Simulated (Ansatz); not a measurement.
# ZrPbSO2 (built on the sites of a database entry of ZrPbO3): following an unstable mode, part 3 of 3

Which phase does ZrPbSO2 (built on the sites of a database entry of ZrPbO3) fall into along its unstable mode, and how much energy does it gain?

Ansatz 0.2.0; DFT PBEsol, scalar-relativistic, plane waves, norm-conserving pseudopotentials.

So far. Step 5 (Energy along the mode, all amplitudes (two of the runs …): The lowest of the steps tried is at 0.45 Å, 34.0 meV/atom below the parent; the bottom of the well need not coincide with a step. Step 7 (The new phase in its own primitive cell): The largest force component left is 0.33 meV/Å and the pressure is 0.000 GPa, within the tolerances set. The cell now holds 18.10 Å³/atom.

The structure was built from a prototype and need not be the compound's stable phase.

## 8. Modes of the new phase, k-mesh 6×6×4

A relaxed structure may still be a saddle point, so its zone-centre modes are computed. The response to a homogeneous field gives the Born charges and the dielectric tensor.

The input, input.yaml:

```yaml
crystal:
  lattice:
    - [3.9986024432, 0.0, 0.0]
    - [0.0, 3.9986024432, 0.0]
    - [0.0, 0.0, 5.6601946773]
  atoms:
    - { symbol: Zr, position: [0.0, 0.0, 0.9865396322] }
    - { symbol: Pb, position: [0.5, 0.5, 0.6028464169] }
    - { symbol: O, position: [0.5, 0.0, 0.8965944159] }
    - { symbol: O, position: [0.0, 0.5, 0.8965944159] }
    - { symbol: S, position: [0.0, 0.0, 0.4204079339] }
kpoints:
  mp_grid: { grid: [6, 6, 4] }
hamiltonian:
  xc: pbesol
  pseudopotentials: { kind: nc }
scf:
  occupations: { method: fixed }
output:
  eigenvalues: true
phonons:
  method: dfpt
  dielectric: true
  rigid_motions: translations
```

Started as:

```sh
ansatz run input.yaml --threads 8 --pin off --max-ram 14336MiB --backend cpu --events-out ev --progress --plain --runs-dir out
```

Numbers of over 12 decimals in the logs are rounded to 6 here.

The program printed:

```text
[...]
Crystal: 5 atoms, lattice volume = 90.500 Å³
Basis set: ecut = 1142.878222 eV, 7903 PW (Γ), exchange–correlation on 90×90×128 points (8 copies of the dense FFT grid, shifted against one another)
Bands: 27, of which v1, the nominal top of the filled ones, is band 22 counted from 1 (21 counted from 0)
Symmetry: 8 space group operations
k-points: 76 of 144 (irreducible under 1 space group operation, time reversal used)
[...]
SCF iter   1: F=—  HF=-4479.852542 eV  |F-HF|=—  |Δ(HF+E_count)|=         —  Δρ=4.89e-2  dr2=4.39e0  ethr=3.10e-3  ⟨swp⟩=5.5  Hψ=8732  notcnv=0  defer=204
[...]
SCF iter  12: F=-4478.518386 eV  HF=-4478.518386 eV  |F-HF|=1.91e-11  |Δ(HF+E_count)|=  3.19e-10  Δρ=2.45e-7  dr2=4.77e-11  ethr=1.00e-12  ⟨swp⟩=16.2  Hψ=16393  notcnv=0
SCF 1 converged in 12 iterations: F = -4478.518386 eV  dr2 = 4.77e-11
[...]
Bands: 23, of which v1, the nominal top of the filled ones, is band 22 counted from 1 (21 counted from 0)
k-points: 30 of 384 (time reversal used)
[...]
Eigensolver: Dense (30 Hₖ)
SCF iter   1: F=—  HF=-4478.498768 eV  |F-HF|=—  |Δ(HF+E_count)|=         —  Δρ=1.90e-4  dr2=7.27e-6  ethr=1.00e-1
[...]
SCF iter   4: F=-4478.498777 eV  HF=-4478.498777 eV  |F-HF|=8.45e-10  |Δ(HF+E_count)|=   5.69e-9  Δρ=5.55e-6  dr2=2.40e-8  ethr=9.28e-10
SCF 1 converged in 4 iterations: F = -4478.498777 eV  dr2 = 2.40e-8
[...]
SCF converged after 12 iterations
Free energy (F): -4478.518386 eV
[...]
Internal energy: -4478.518386 eV  (E = F + TS)
E sigma→0 (E₀):  -4478.518386 eV
Fermi energy:    8.996607 eV
[...]
--- Band table (eV; the first three rows and the last of 76) ---
  k-point 0: bands = [... 18 lower, 6.6556, 7.1966, 7.4723, 7.4723, 11.4056, 11.9306, 12.2861, 12.2861, ... 1 higher]
  k-point 1: bands = [... 18 lower, 6.7222, 6.7222, 7.4729, 7.4729, 11.4067, 11.5515, 12.5759, 12.5759, ... 1 higher]
  k-point 2: bands = [... 18 lower, 6.7850, 6.7850, 7.4719, 7.4719, 11.0155, 11.4078, 12.9704, 12.9704, ... 1 higher]
  k-point 75: bands = [... 18 lower, 5.9084, 7.2708, 7.2708, 7.7265, 11.4495, 11.4495, 13.0687, 14.0408, ... 1 higher]
[...]
ASR residual: 4.178e-4 → 0.000e0 eV/Å²; symmetrization residual: 1.270e-5 eV/Å²
  ASR residual per site (eV/Å²): 2.57e-4 3.78e-5 4.18e-4 4.18e-4 9.56e-6
[...]
ε∞ (high-frequency dielectric tensor):
        7.340970     0.000000    -0.000000
        0.000000     7.340970     0.000000
       -0.000000     0.000000     6.741623
  ε⁰ (static dielectric tensor: ions relaxed, cell fixed):
       42.570006     0.000000     0.000000
        0.000000    42.570006     0.000000
        0.000000     0.000000    19.119108
  ε⁰ − ε∞ (ionic part):
       35.229036     0.000000     0.000000
        0.000000    35.229036     0.000000
        0.000000     0.000000    12.377484
[...]
Born effective charges Z* (e; rows j = field, columns β = displacement):
    site 0:
         5.66619    0.00000   -0.00000
         0.00000    5.66619    0.00000
         0.00000    0.00000    5.49074
    site 1:
         4.19375    0.00000   -0.00000
         0.00000    4.19375    0.00000
        -0.00000    0.00000    2.79357
    site 2:
        -5.01762    0.00000    0.00000
         0.00000   -2.44480    0.00000
        -0.00000    0.00000   -2.35784
    site 3:
        -2.44480    0.00000    0.00000
         0.00000   -5.01762    0.00000
        -0.00000    0.00000   -2.35784
    site 4:
        -2.39753    0.00000   -0.00000
         0.00000   -2.39753    0.00000
         0.00000    0.00000   -3.56864
  Z* charge neutrality: 1.540e-3 e pre-enforcement
  solved inside a basis spanned on kpoints, on 8×8×6 k-points, its susceptibility summed on 10×10×8: ε∞ is read to err by 2.5e-2, Z* by 2.8e-2 e (field_mesh: kpoints solves on kpoints); Z* is corrected for what the basis lacks
  optical modes at Γ without the LO–TO term, one row a degenerate level:
      ω (cm⁻¹)  modes    IR ((D/Å)²/amu)
         80.93      2             8.0886
        132.06      1             3.1279
        154.61      2            18.6847
        229.37      2            39.8453
        252.54      1             0.0000
        294.67      1            29.1471
        373.52      1             1.4166
        489.33      2            51.6580
  optical modes at Γ + LO–TO along q̂ = [1.0000, 0.0000, 0.0000]:
      ω (cm⁻¹)  modes    IR ((D/Å)²/amu)
         80.93      1             4.0443
         95.99      1             0.1553
        132.06      1             3.1279
        154.61      1             9.3423
        177.65      1             0.4589
        229.37      1            19.9227
        252.54      1             0.0000
        294.67      1            29.1471
[...]
optical modes at Γ + LO–TO along q̂ = [0.0000, 1.0000, 0.0000]:
      ω (cm⁻¹)  modes    IR ((D/Å)²/amu)
[...]
329.05      1            10.0705
        373.52      1             1.4166
        489.33      1            25.8290
        602.76      1            48.4536
  optical modes at Γ + LO–TO along q̂ = [0.0000, 0.0000, 1.0000]:
      ω (cm⁻¹)  modes    IR ((D/Å)²/amu)
         80.93      2             8.0886
        147.10      1             0.4435
        154.61      2            18.6847
        229.37      2            39.8453
        252.54      1             0.0000
        367.92      1             0.8644
        452.29      1            32.3835
        489.33      2            51.6580
```

Run time: 2.4 min. Hardware: 8 threads of Intel Xeon Platinum 8259CL at 2.50GHz (Skylake/Cascade Lake), shared host; peak memory 3.5 GiB; 18 min of CPU time.

This step gave:

| Item | Value |
| --- | --- |
| sum-rule residual before enforcement | 4.18e-4 eV/Å² |
| miss of the charge sum rule | 0.001540 e |
| estimated error of the dielectric tensor | 0.02524 |
| estimated error of the Born charges | 0.02778 e |
| point group | 4mm |
| highest optical mode at the zone centre (no LO-TO term) | 489.3 cm⁻¹ |
| lowest optical zone-centre mode | 80.93 cm⁻¹ |
| mean high-frequency dielectric constant | 7.141 |
| largest Born charge (third of the trace) | 5.608 e |
| mean static dielectric constant | 34.75 |
| top of the zone-centre spectrum with the field | 602.8 cm⁻¹ |

Without the LO-TO term. Patterns of degenerate modes are one choice out of their space. Modes at Γ, with each element's share of the kinetic energy:

```csv
mode,frequency (cm⁻¹),symmetry,Zr %,Pb %,O %,S %
1,0.0,acoustic,25,57,9,9
2,0.0,acoustic,25,57,9,9
3,0.0,acoustic,25,57,9,9
4,80.9,E,38,42,16,4
5,80.9,E,38,42,16,4
6,132.1,A1,28,42,10,19
7,154.6,E,17,1,1,81
8,154.6,E,17,1,1,81
9,229.4,E,15,0,78,6
10,229.4,E,15,0,78,6
11,252.5,B1,0,0,100,0
12,294.7,A1,47,0,22,31
13,373.5,A1,0,0,59,41
14,489.3,E,4,0,96,0
15,489.3,E,4,0,96,0
```

Displacements in mode 5 (80.9 cm⁻¹), the largest set to 1:
```
Zr1  0.06 -0.81  0.00
Pb2 -0.04  0.57  0.00
O3   0.05 -1.00  0.00
O4   0.07 -0.78  0.00
S5   0.03 -0.47  0.00
```

Displacements in mode 11 (252.5 cm⁻¹), the largest set to 1:
```
Zr1  0.00  0.00  0.00
Pb2  0.00  0.00  0.00
O3   0.00  0.00 -1.00
O4   0.00  0.00  1.00
S5   0.00  0.00  0.00
```

Optical modes at the zone centre, without and with the macroscopic field of the longitudinal modes; each column is sorted by frequency, so a row need not hold one and the same mode. Modes with and without the field, by row:

```
rank among optical modes  no field (cm⁻¹)  q along (1, 0, 0) (cm⁻¹)  q along (0, 0, 1) (cm⁻¹)
                       1             80.9                      80.9                      80.9
                       2             80.9                        96                      80.9
                       3            132.1                     132.1                     147.1
                       4            154.6                     154.6                     154.6
                       5            154.6                     177.7                     154.6
                       6            229.4                     229.4                     229.4
                       7            229.4                     252.5                     229.4
                       8            252.5                     294.7                     252.5
                       9            294.7                     329.1                     367.9
                      10            373.5                     373.5                     452.3
                      11            489.3                     489.3                     489.3
                      12            489.3                     602.8                     489.3
```

Born charge (rows field, columns displacement) (e), principal values of the symmetric part by kind of site:

| atom | atoms with these values | low | middle | high | mean |
| --- | --- | --- | --- | --- | --- |
| Zr1 | 1 | 5.49 | 5.67 | 5.67 | 5.61 |
| Pb2 | 1 | 2.79 | 4.19 | 4.19 | 3.73 |
| O3 | 2 | -5.02 | -2.44 | -2.36 | -3.27 |
| S5 | 1 | -3.57 | -2.40 | -2.40 | -2.79 |

In full for S5:

```
-2.40  0.00  0.00
 0.00 -2.40  0.00
 0.00  0.00 -3.57
```

High-frequency dielectric tensor:

```
7.34 0.00 0.00
0.00 7.34 0.00
0.00 0.00 6.74
```

Static dielectric tensor (ions relaxed, fixed cell):

```
42.57  0.00  0.00
 0.00 42.57  0.00
 0.00  0.00 19.12
```

Transverse modes. Lines of the infrared spectrum (strongest = 100):

| position (cm⁻¹) | label | relative intensity |
| --- | --- | --- |
| 81 | E | 16 |
| 132 | A1 | 6.1 |
| 155 | E | 36 |
| 229 | E | 77 |
| 252 | B1 | 0.0 |
| 295 | A1 | 56 |
| 374 | A1 | 2.7 |
| 489 | E | 100 |

Before it was imposed, the acoustic sum rule was missed by 4.2e-4 eV/Å² and the charge sum rule by 0.0015 e. Small misses are needed for a sound result but don't prove that mesh and cutoff are converged. The lowest optical mode is real, 80.9 cm⁻¹.

The log warns of the k mesh: “the force constants stand on the 6×6×4 k-mesh, whose period is 11.98 times the interband length at k = (0.0000, -0.5000, 0.0000), direct gap 2.831 eV, under 14: take them and everything formed from them as unconverged”.

## 9. The phases reached

The phases reached along the modes that were followed are set side by side.

Energies are those of the first relaxation, on the mesh of the frozen mode; space group, volume and gap are those of the last relaxation. Phases, by row:

| mode frozen in | space group | energy from parent (meV/atom) | volume (Å³/atom) | gap on mesh (eV) | lowest zone-centre optical mode (cm⁻¹) | largest shift (Å) |
| --- | --- | --- | --- | --- | --- | --- |
| parent | P4/mmm | 0 | 17.47 | 1.354 | – | – |
| q = (0, 0, 0), 196i cm⁻¹ | P-4m2 | -27.28 | 17.22 | 1.309 | -73.4 | 0.382 |
| q = (0, 0, 0), 132i cm⁻¹ | P4mm | -127.1 | 18.1 | 2.019 | 80.9 | 0.803 |

## 10. Summary of results

- unstable mode of the parent: q = (0, 0, 0), 132i cm⁻¹
- depth at the lowest point sampled: 34.0 meV/atom
- largest atomic shift at that point: 0.45 Å
- space group reached (within 0.01 Å): P4mm
- energy gained over the parent (first relaxation, on the mesh of the frozen mode): 127 meV/atom
- volume per atom, phase reached: 18.1 Å³
- gap on the k-mesh, phase reached: 2.02 eV
- lowest optical zone-centre mode, phase reached: 80.9 cm⁻¹
- highest optical mode at the zone centre (no LO-TO term), phase reached: 489 cm⁻¹

In words: Along this mode the structure falls into P4mm, 127 meV/atom below the parent. At the parent's cell the well is 34.02 meV/atom deep on the steps tried, with its lowest point at a shift of 0.45 Å. Relaxing atoms and cell changes the gain by +93.04 meV/atom against the lowest step (energies at zero smearing). Most of the total comes from this relaxation. The new phase has no imaginary mode at the zone centre of its cell; other wavevectors were not checked. Of the 2 patterns followed to their end from this parent, this one reaches the lowest energy. Each path keeps the symmetry of its pattern, so a lower phase may lie along a pattern not tried. With the field response the log warns that the k mesh is coarse for the force constants too, so the frequencies may not be converged. Spin-orbit coupling is left out, which can matter for the heavy elements here. The starting cell was built on a prototype and not taken from a measurement, so the phase need not exist.

[Logs are printed without paths, hosts, clocks, repeated set-up lines and the standing remarks that a program may print on its own settings, such as how far it seeks lower states.]

[Hosts, paths, dates, database ids (printed as entryN), source tags and the programs' standing remarks are cut or masked in the printed files.]
